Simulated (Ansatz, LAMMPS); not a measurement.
# Localised basis functions on glassy 57SiO2-27Al2O3-16BaO (mol %) (149 atoms)

Aim: test how closely localised support functions follow the reference on glassy 57SiO2-27Al2O3-16BaO (mol %) (149 atoms), and at what cost. A setting counts as converged where the r.m.s. difference of forces stays under 1 % of the r.m.s. force.

Method: Kohn-Sham DFT, PBE, PAW (set soft_2), plane waves, in Ansatz 0.2.0.

### Step 1. Starting point

The cell holds 149 atoms: 25 Si, 24 Al, 7 Ba and 93 O. Cell: a = 12.514 Å, b = 12.514 Å, c = 12.514 Å, α = 90.0°, β = 90.0°, γ = 90.0°. 149 atoms (25 Si, 24 Al, 7 Ba, 93 O) placed at random at 3.22 g/cm³, melted at 4000 K for 10 ps at fixed volume with the Morse and Coulomb pair potential with partial charges (Pedone, Malavasi, Menziani, Cormack and Segre, J. Phys. Chem. B 110, 11780 (2006)). Quenched from 4000 K to 300 K at 25 K/ps and fixed volume, held 5 ps.

Limits known from the start: The quench rate of 25 K/ps is many orders above laboratory rates, so the cell is likely richer in defects and strain than a real sample. The starting topology of bonds comes from the classical model, and needn't be the one that DFT or experiment would give. Only the Γ point is sampled, in a cell whose shortest periodic width is 13 Å. The levels lack spin–orbit coupling, which is large for the heavy elements here.

### Step 2. Making the structure

A classical potential makes the cell, at a small fraction of what the same run would cost in DFT.

This step: classical MD, Morse and Coulomb pair potential with partial charges (Pedone, Malavasi, Menziani, Cormack and Segre, J. Phys. Chem. B 110, 11780 (2006)) (LAMMPS 22 Jul 2025 - Update 4).

File in.lmp:

```
# melt-quench of Si25Al24Ba7O93
units metal
atom_style charge
boundary p p p
region box block 0 12.5140 0 12.5140 0 12.5140
create_box 4 box
mass 1 28.0850   # Si
mass 2 26.9815   # Al
mass 3 137.3270   # Ba
mass 4 15.9990   # O
create_atoms 1 random 25 254758 NULL overlap 1.5 maxtry 2000
create_atoms 2 random 24 254765 NULL overlap 1.5 maxtry 2000
create_atoms 3 random 7 254772 NULL overlap 1.5 maxtry 2000
create_atoms 4 random 93 254779 NULL overlap 1.5 maxtry 2000
pair_style hybrid/overlay pedone 5.5 coul/long 8.0
pair_coeff * * coul/long
pair_coeff 1 4 pedone 0.340554 2.006700 2.100000 1   # Si-O
pair_coeff 2 4 pedone 0.361581 1.900442 2.164818 0.9   # Al-O
pair_coeff 3 4 pedone 0.065011 1.547596 3.393410 5   # Ba-O
pair_coeff 4 4 pedone 0.042395 1.379316 3.618701 22   # O-O
set type 1 charge 2.4
set type 2 charge 1.8
set type 3 charge 1.2
set type 4 charge -1.2
kspace_style pppm 1.0e-4
neigh_modify delay 0 every 1 check yes
thermo_style custom step time temp pe press density
thermo_modify norm yes
timestep 0.002
thermo 100
min_style cg
minimize 1e-4 1e-4 200 2000
reset_timestep 0
velocity all create 4000 254759 mom yes dist gaussian
# [... 11 lines left out ...]
fix md all nvt temp 4000 300 0.2
run 74000 post no
unfix md
thermo 1250
fix md all nvt temp 300 300 0.2
run 2500 post no
unfix md
write_dump all custom glass.dump id type xs ys zs modify sort id
```

Run with:

```console
$ lmp -in in.lmp -log none -nocite
```

Log:

```text
LAMMPS (22 Jul 2025 - Update 4)
Created orthogonal box = (0 0 0) to (12.514 12.514 12.514)
Created 25 atoms
Created 24 atoms
Created 7 atoms
Created 93 atoms
PPPM initialization ...
  G vector (1/distance) = 0.39011539
  grid = 15 15 15
  estimated relative force accuracy = 3.9802089e-05
   Step          Time           Temp          PotEng         Press         Density
         0   0              0              0.43486567     747910.46      3.2189619
        95   0.19           0             -14.891023     -22040.718      3.2189619
Loop time of 0.104976 s on 1 MPI rank(s) for 95 steps with 149 atoms
Minimization stats:
  Stopping criterion = energy tolerance
  Energy initial, next-to-last, final =
     0.434865672213525  -14.8897160232001  -14.8910230590224
  Force two-norm initial, final = 418.74101 2.5627047
  Iterations, force evaluations = 95 123
   Step          Time           Temp          PotEng         Press         Density
[... 7 lines left out ...]
      2499   4.998          3727.7925     -14.350655      74101.451      3.2189619
      3332   6.664          4097.1548     -14.32143       17019.838      3.2189619
      4165   8.33           4243.069      -14.319231      13749.679      3.2189619
      4998   9.996          3632.9956     -14.355321      49979.684      3.2189619
      5831   11.662         3937.7255     -14.391764      23589.71       3.2189619
[... 1 line left out ...]
Loop time of 3.84428 s on 1 MPI rank(s) for 5000 steps with 149 atoms
   Step          Time           Temp          PotEng         Press         Density
[... 11 lines left out ...]
     80000   160            288.53358     -15.016486     -2600.7107      3.2189619
Loop time of 53.7778 s on 1 MPI rank(s) for 74000 steps with 149 atoms
   Step          Time           Temp          PotEng         Press         Density
     80000   160            288.53358     -15.016486     -2600.7107      3.2189619
     81250   162.5          296.1517      -15.015921     -27164.617      3.2189619
     82500   165            292.18416     -15.021181     -18895.203      3.2189619
Loop time of 1.67874 s on 1 MPI rank(s) for 2500 steps with 149 atoms
```

The job ended after 60 s (1 thread of Intel Xeon Platinum 8488C (Sapphire Rapids), shared host; peak memory 0.07 GiB).

### Step 3. Plane-wave single point

This run is the reference for what follows, at a cutoff of 420 eV.

File input.yaml:

```yaml
crystal:
  lattice:
    - [12.514, 0.0, 0.0]
    - [0.0, 12.514, 0.0]
    - [0.0, 0.0, 12.514]
  atoms:
    - { symbol: Si, position: [0.64357, 0.2394, 0.01029] }
    - { symbol: Si, position: [0.49532, 0.48535, 0.39649] }
    - { symbol: Si, position: [0.5764, 0.72184, 0.6669] }
    - { symbol: Si, position: [0.1826, 0.23865, 0.41625] }
    - { symbol: Si, position: [0.60424, 0.38747, 0.8107] }
    - { symbol: Si, position: [0.8887, 0.721, 0.89425] }
    - { symbol: Si, position: [0.6292, 0.35352, 0.55332] }
    - { symbol: Si, position: [0.85724, 0.10276, 0.99796] }
    - { symbol: Si, position: [0.2603, 0.75945, 0.86175] }
    - { symbol: Si, position: [0.65949, 0.82917, 0.87854] }
    - { symbol: Si, position: [0.7625, 0.51578, 0.96061] }
    - { symbol: Si, position: [0.43938, 0.90386, 0.56042] }
    - { symbol: Si, position: [0.14288, 0.54502, 0.92952] }
    - { symbol: Si, position: [0.2374, 0.72188, 0.19826] }
    - { symbol: Si, position: [0.45747, 0.07521, 0.74529] }
    - { symbol: Si, position: [0.27336, 0.60062, 0.42044] }
    - { symbol: Si, position: [0.28202, 0.21052, 0.62651] }
    - { symbol: Si, position: [0.10825, 0.95542, 0.91434] }
    - { symbol: Si, position: [0.09977, 0.14128, 0.76837] }
    - { symbol: Si, position: [0.48634, 0.37065, 0.15933] }
    - { symbol: Si, position: [0.81008, 0.14834, 0.31128] }
    - { symbol: Si, position: [0.26278, 0.74394, 0.6241] }
    - { symbol: Si, position: [0.35536, 0.54941, 0.03747] }
    - { symbol: Si, position: [0.98238, 0.95741, 0.29466] }
    - { symbol: Si, position: [0.00681, 0.77514, 0.67626] }
    - { symbol: Al, position: [0.829, 0.39574, 0.40236] }
    - { symbol: Al, position: [0.88262, 0.22622, 0.70943] }
    - { symbol: Al, position: [0.27685, 0.19413, 0.1813] }
    - { symbol: Al, position: [0.19788, 0.96264, 0.15596] }
    - { symbol: Al, position: [0.78681, 0.55179, 0.1935] }
    - { symbol: Al, position: [0.46548, 0.78493, 0.01367] }
    - { symbol: Al, position: [0.03895, 0.25396, 0.06844] }
    [... 111 atom lines left out ...]
    - { symbol: O, position: [0.48177, 0.9236, 0.06626] }
    - { symbol: O, position: [0.93064, 0.72514, 0.59105] }
    - { symbol: O, position: [0.28135, 0.19935, 0.49915] }
    - { symbol: O, position: [0.64477, 0.82227, 0.37969] }
    - { symbol: O, position: [0.13975, 0.35267, 0.44104] }
    - { symbol: O, position: [0.72433, 0.06382, 0.36286] }
kpoints:
  mp_grid: { grid: [1, 1, 1] }
hamiltonian:
  xc: pbe
scf:
  occupations: { method: fermi_dirac, width: 0.05 }
output:
  forces: true
  stress: true
  populations: true
  dos:
    method: { smearing: { sigma: 0.15 } }
    de: 0.1
    projected: { site_lists: { Al: [Al], Ba: [Ba], O: [O], Si: [Si] } }
  eigenvalues: true
  write_density: true
  write_potential: true
  volumetric_format: npy
  elf: true
```

Run with:

```console
$ ansatz run input.yaml --threads 8 --pin off --max-ram 15872MiB --backend cpu --events-out ev --progress --plain --runs-dir out
```

Log:

```text
Engine: ansatz 0.2.0, x86_64-unknown-linux-gnu
Pseudopotentials: kind: paw
Pseudopotential: Si, paw, valence charge 4, recommended cutoff 420 eV (normal), Si.paw.azcp
Pseudopotential: Al, paw, valence charge 3, recommended cutoff 420 eV (normal), Al.paw.azcp
Pseudopotential: Ba, paw, valence charge 10, recommended cutoff 420 eV (normal), Ba.paw.azcp
Pseudopotential: O, paw, valence charge 6, recommended cutoff 420 eV (normal), O.paw.azcp
[... 5 lines on functional and potentials left out ...]
Crystal: 149 atoms, lattice volume = 1959.695 Å³
Basis set: ecut = 420 eV, 38401 PW (Γ), exchange–correlation on 180×180×180 points (8 copies of the dense FFT grid, shifted against one another)
Bands: 549, of which v1, the nominal top of the filled ones, is band 400 counted from 1 (399 counted from 0)
Symmetry: 1 space group operations
Space group: P1 (ITA 1), of the structure as read, at distance tolerance 1.3e-4 Å
k-points: 1
[... 9 lines on functional and potentials left out ...]
Initial density: superposition of atomic densities (neutral atoms: chi_scale 0, normalization atom), corrected by the library's trained network
Initial wavefunctions: pseudopotential atomic-orbital guess
Functional: x = pbe(κ = 0.804, μ = 0.219515), c = pbe(β = 0.066725)
SCF iter   1: F=—  HF=-123391.422249 eV  |F-HF|=—  |Δ(HF+E_count)|=         —  Δρ=2.00e-3  dr2=1.03e-1  ethr=1.77e-3  ⟨swp⟩=6.0  Hψ=2618  notcnv=0  defer=127
preconditioner: auto → Resta (q_TF=auto, 2.350 Å⁻¹)  ε∞=3.4  [insulator: Δε(μ)=3.323 eV  Ē_g=15.059 eV  σ=0.050 eV  W_gap=1.00  n_scr=436 (ndim 8)  ℏωp=23.5 eV  f_vac=0.081  D(μ)=0.00/eV (n_scr^D=0)  ε∞_Penn≈3.4]
SCF iter   2: F=—  HF=-123391.434561 eV  |F-HF|=—  |Δ(HF+E_count)|=   1.23e-2  Δρ=1.07e-3  dr2=2.69e-2  ethr=1.29e-5  ⟨swp⟩=2.0  Hψ=1028  notcnv=0  defer=127
SCF iter   3: F=—  HF=-123391.439817 eV  |F-HF|=—  |Δ(HF+E_count)|=   5.26e-3  Δρ=5.17e-4  dr2=7.01e-3  ethr=3.36e-6  ⟨swp⟩=2.0  Hψ=723  notcnv=0  defer=127
SCF iter   4: F=—  HF=-123391.439652 eV  |F-HF|=—  |Δ(HF+E_count)|=   1.65e-4  Δρ=1.43e-4  dr2=4.79e-4  ethr=8.76e-7  ⟨swp⟩=2.0  Hψ=720  notcnv=0  defer=127
SCF iter   5: F=—  HF=-123391.439760 eV  |F-HF|=—  |Δ(HF+E_count)|=   1.08e-4  Δρ=7.77e-5  dr2=1.05e-4  ethr=5.99e-8  ⟨swp⟩=2.0  Hψ=721  notcnv=0  defer=127
SCF iter   6: F=—  HF=-123391.439784 eV  |F-HF|=—  |Δ(HF+E_count)|=   2.45e-5  Δρ=3.31e-5  dr2=1.89e-5  ethr=1.31e-8  ⟨swp⟩=2.0  Hψ=779  notcnv=0  defer=127
SCF iter   7: F=—  HF=-123391.444478 eV  |F-HF|=—  |Δ(HF+E_count)|=   4.69e-3  Δρ=9.77e-6  dr2=1.79e-6  ethr=2.36e-9  ⟨swp⟩=2.0  Hψ=942  notcnv=0  defer=144
SCF iter   8: F=—  HF=-123391.444480 eV  |F-HF|=—  |Δ(HF+E_count)|=   1.63e-6  Δρ=6.61e-6  dr2=6.95e-7  ethr=2.24e-10  ⟨swp⟩=2.0  Hψ=798  notcnv=0  defer=144
SCF iter   9: F=-123391.444480 eV  HF=-123391.444480 eV  |F-HF|=1.97e-8  |Δ(HF+E_count)|=   1.35e-8  Δρ=1.49e-6  dr2=4.02e-8  ethr=1.25e-11  ⟨swp⟩=22.0  Hψ=6022  notcnv=0
SCF 1 converged in 9 iterations: F = -123391.444480 eV  dr2 = 4.02e-8
  greatest PAW one-centre occupation: 0.955 electrons in one spin orbital (limit 2), on the Ba atom at site 52 (counted from 0), in its partial waves of l = 0
SCF converged after 9 iterations
Free energy (F): -123391.444480 eV
Harris-Foulkes:  -123391.444480 eV  (|F-HF|=1.97e-8)
Internal energy: -123391.444480 eV  (E = F + TS)
E sigma→0 (E₀):  -123391.444480 eV
Fermi energy:    6.720335 eV
--- Per-component energies (eV) ---
  E_band       = -2404.682500
  E_kinetic    = 19545.922217
  E_local      = -47323.250920  (includes V_loc(G=0)·N_el)
  E_nonlocal   = 5720.275869
  E_hartree    = 17592.041485
  E_xc         = -10475.203904
  E_vxc        = -11704.169364  (∫ρ·V_xc dr)
  E_paw        = -75412.019830  (= ΣΔE_a)
  E_vpaw       = -3827.772911  (= ΣTr[D̂ρ^β])
  E_aug_tail   = 0.237179  (compensation charges beyond the density's cutoff)
  E_ewald      = -33039.446577
  E_smearing   = -0.000000  (= −TS)
  E_closure    = -0.000000  (closes the sum)
  Σ components = -123391.444480   (vs F -123391.444480, Δ=0.00e0)
--- Forces (eV/Å), atoms counted from 1 ---
  atom   1  Si     0.43657280    -1.36789826    -0.12551350
  atom   2  Si    -2.01007623    -0.45470740    -1.54539923
  atom   3  Si     0.99368592     2.92433660     0.51093702
  atom   4  Si    -2.15914203    -0.39137785     1.72747050
  atom   5  Si     2.47009926    -0.33799926     1.10040166
  atom   6  Si    -2.01659587    -0.55708929     1.46730460
  atom   7  Si    -1.53126043    -0.19055860     1.27693428
  atom   8  Si    -1.38432582    -0.14929979     0.89412850
  atom   9  Si     1.03323225     3.14908517     0.52527934
  atom  10  Si    -0.11318635     1.93086443    -2.84412612
  atom  11  Si     2.13205103     0.79720447     2.65424561
  atom  12  Si    -0.88676228     0.03760139     1.41563690
  atom  13  Si     1.28265473     1.73873898     1.87422752
  atom  14  Si     0.72744111    -8.02009085     1.56699116
[...]
atom 148  O      0.40237880     1.15074800    -0.49856477
  atom 149  O     -1.13394066    -0.94565474     0.09738609
  max |Σ_I F_I| component: 6.63e-5 eV/Å
--- Stress (GPa, compression-positive) ---
        4.688100       0.923960       0.137722
        0.923961       6.850932      -0.352391
        0.137717      -0.352392       6.376408
  P = ⅓ Tr σ = 5.9718 GPa (59.718 kbar)
--- Band table (eV) ---
  k-point 0: bands = ["-22.6698", "-21.9871", "-21.9510", "-21.7625", [... 533 levels ...], "14.0119", "14.0189", "14.0359", "14.0473", "14.0602", "14.0864", "14.1072", "14.1112", "14.1448", "14.1593", "14.1772", "14.2030"]
--- Löwdin populations: 149 sites ---
  site symbol       q [e]
     0     Si      2.2611
     1     Si      2.2319
     2     Si      2.2357
[...]
148      O      6.8501
  spilling = 0.011768 (of n_electrons = 800.000000)
```

Wall time 16 s (8 threads of Intel Xeon Platinum 8488C (Sapphire Rapids), shared host); peak memory 3.2 GiB.

The column dr2 measures how far the density is from self-consistency, as an energy; F and HF (Harris–Foulkes) agree once it is small.

Numbers from this run:

```
free energy                                      : -123391.4445 eV
free energy per atom                             : -828.1305 eV/atom
SCF cycles                                       : 9
pressure                                         : 5.972 GPa
r.m.s. force component                           : 1.307 eV/Å
longest force                                    : 8.204 eV/Å
Fermi energy                                     : 6.72 eV
gap (highest filled to lowest empty level) : 3.219 eV
spilling of the projection                       : 0.01177
```

The r.m.s. force component of 1.3 eV/Å and the pressure of 6.0 GPa set the scale for the differences below.

### Step 4. Support functions low

With localised support functions most steps grow linearly with size, though the diagonalisation grows faster unless the density matrix is cut; this run measures error and cost at this size.

This step: Kohn-Sham DFT, PBE, PAW (set soft_2), localised support functions (low) (Ansatz 0.2.0).

input.yaml, the sections that differ from step 3:

```yaml
scf:
  occupations: { method: fermi_dirac, width: 0.05 }
  eigensolver: { kind: { support_functions: { accuracy: low } } }
  max_iter: 150
output:
  forces: true
  eigenvalues: true
# crystal, kpoints, hamiltonian: as in step 3
```

Log:

```text
Warning: scf.eigensolver.kind.support_functions: disabling space-group detection — the functions' gradient is summed over unrotated k-points, so no spatial operation reduces the k-mesh or symmetrises the density; time reversal is kept, so that k and −k are solved as one point where they differ and the mesh holds both, and exact exchange and, on two spinor components, a DFT+U term hold to it where the run has them: [...]
settings of this run that can trade accuracy for cost: scf.eigensolver.kind.support_functions; scf.eigensolver.kind.support_functions.accuracy: low [...]
[...]
Crystal: 149 atoms, lattice volume = 1959.695 Å³
Basis set: ecut = 420 eV, 38401 PW (Γ), exchange–correlation on 180×180×180 points (8 copies of the dense FFT grid, shifted against one another)
Bands: 480, of which v1, the nominal top of the filled ones, is band 400 counted from 1 (399 counted from 0)
Symmetry: 1 space group operations
k-points: 1
[...]
SCF iter   1: F=—  HF=-123375.246443 eV  |F-HF|=—  |Δ(HF+E_count)|=         —  Δρ=1.11e-1  dr2=2.66e2  ethr=1.00e-1
[...]
SCF iter  17: F=—  HF=-123392.077521 eV  |F-HF|=—  |Δ(HF+E_count)|=   2.42e-3  Δρ=3.03e-5  dr2=6.50e-5  ethr=2.10e-8  κ⁻¹=1.3e-4(r=7)
SCF iter  18: F=-123392.079604 eV  HF=-123392.079624 eV  |F-HF|=2.08e-5  |Δ(HF+E_count)|=   2.10e-3  Δρ=1.52e-5  dr2=2.91e-5  ethr=8.13e-9
SCF 1 converged in 18 iterations: F = -123392.123983 eV  dr2 = 2.91e-5
[...]
SCF converged after 18 iterations
Stability not checked: this state was not tested for a lower state beside it, because the mixer in use, unlike msr1, does not test its closes by its own steps (another_mixer; see scf.mixing.algorithm and scf.lower_state_search)
Free energy (F): -123392.123983 eV
[...]
Internal energy: -123392.123983 eV  (E = F + TS)
E sigma→0 (E₀):  -123392.123983 eV
Fermi energy:    6.720094 eV
[...]
Σ components = -123392.123983   (vs F -123392.123983, Δ=0.00e0)
--- Forces (eV/Å), atoms counted from 1 ---
  atom   1  Si     0.43733813    -1.36727827    -0.12450786
  atom   2  Si    -2.01017366    -0.45349959    -1.54666144
  atom   3  Si     0.99341200     2.92571101     0.51172089
  atom   4  Si    -2.16124999    -0.39176298     1.72800775
[...]
atom 149  O     -1.13642973    -0.94752587     0.09877405
  max |Σ_I F_I| component: 1.88e-3 eV/Å
--- Band table (eV) ---
[...]
```

Run time: 88 s. Hardware: 8 threads; peak memory 5.4 GiB; 11 min of CPU time.

The program notes that the band table was not solved further than the SCF left it and it switched symmetry off.

Keys that differ from the reference: support_functions.accuracy = "low" and scf.max_iter = 150.

Forces differ from the reference by 0.92 meV/Å r.m.s., 0.071 % of their size, well within a tolerance of 1 %; the energy by -4.6 meV/atom. It took roughly 5.4 times the reference's time (one timing each, with unlike analyses asked), in 18 cycles against 9.

### Step 5. Support functions medium

With localised support functions most steps grow linearly with size, though the diagonalisation grows faster unless the density matrix is cut; this run measures error and cost at this size. Besides, the program derives a nominal cutoff of 464 eV for this run, against the reference's 420.

This step: Kohn-Sham DFT, PBE, PAW (set soft_2), localised support functions (medium) (Ansatz 0.2.0).

input.yaml, the sections that differ from step 4:

```yaml
scf:
  occupations: { method: fermi_dirac, width: 0.05 }
  eigensolver: { kind: { support_functions: { accuracy: medium } } }
  max_iter: 150
# crystal, kpoints, hamiltonian, output: as in step 4
```

Log:

```text
[...]
Warning: basis.ecutwfc = 464 eV, auto-derived: no grid that the accuracy of the support functions lays serves the files at the lower one that their records recommend; a deck with other species or settings can derive another value
[...]
Crystal: 149 atoms, lattice volume = 1959.695 Å³
Basis set: ecut = 464 eV, 44395 PW (Γ), exchange–correlation on 180×180×180 points (8 copies of the dense FFT grid, shifted against one another)
Bands: 480, of which v1, the nominal top of the filled ones, is band 400 counted from 1 (399 counted from 0)
Symmetry: 1 space group operations
k-points: 1
[...]
SCF iter   1: F=—  HF=-123375.254012 eV  |F-HF|=—  |Δ(HF+E_count)|=         —  Δρ=1.11e-1  dr2=2.66e2  ethr=1.00e-1
[...]
SCF iter  20: F=—  HF=-123392.082119 eV  |F-HF|=—  |Δ(HF+E_count)|=   2.14e-6  Δρ=5.46e-6  dr2=4.34e-6  ethr=1.36e-9  κ⁻¹=3.3e-5(r=7)
SCF iter  21: F=-123392.082117 eV  HF=-123392.082119 eV  |F-HF|=1.78e-6  |Δ(HF+E_count)|=   4.09e-7  Δρ=3.63e-6  dr2=2.46e-6  ethr=5.42e-10
SCF 1 converged in 21 iterations: F = -123392.124687 eV  dr2 = 2.46e-6
[...]
SCF converged after 21 iterations
[...]
Free energy (F): -123392.124687 eV
[...]
Internal energy: -123392.124687 eV  (E = F + TS)
E sigma→0 (E₀):  -123392.124687 eV
Fermi energy:    6.720597 eV
[...]
Σ components = -123392.124687   (vs F -123392.124687, Δ=0.00e0)
--- Forces (eV/Å), atoms counted from 1 ---
  atom   1  Si     0.43747428    -1.36771783    -0.12528911
  atom   2  Si    -2.00926080    -0.45465261    -1.54556490
  atom   3  Si     0.99363598     2.92502771     0.51192544
  atom   4  Si    -2.16021973    -0.39166797     1.72763471
[...]
atom 149  O     -1.13572798    -0.94740945     0.09844895
  max |Σ_I F_I| component: 1.29e-3 eV/Å
--- Band table (eV) ---
[...]
```

Wall time 98 s (8 threads); peak memory 5.5 GiB; 13 min of CPU time.

Keys that differ from the reference: support_functions.accuracy = "medium" and scf.max_iter = 150.

Forces differ from the reference by 0.72 meV/Å r.m.s., 0.055 % of their size, well within a tolerance of 1 %; the energy by -4.6 meV/atom. It took roughly 6.0 times the reference's time (one timing each, with unlike analyses asked), in 21 cycles against 9.

[end of part 1 of 2]

[Long decimals in the printed logs are rounded to 6 places.]

[Logs are printed without paths, hosts, clocks, repeated set-up lines and the standing remarks that a program may print on its own settings, such as how far it seeks lower states.]

[Hosts, paths, dates, database ids (printed as entryN), source tags and the programs' standing remarks are cut or masked in the printed files.]
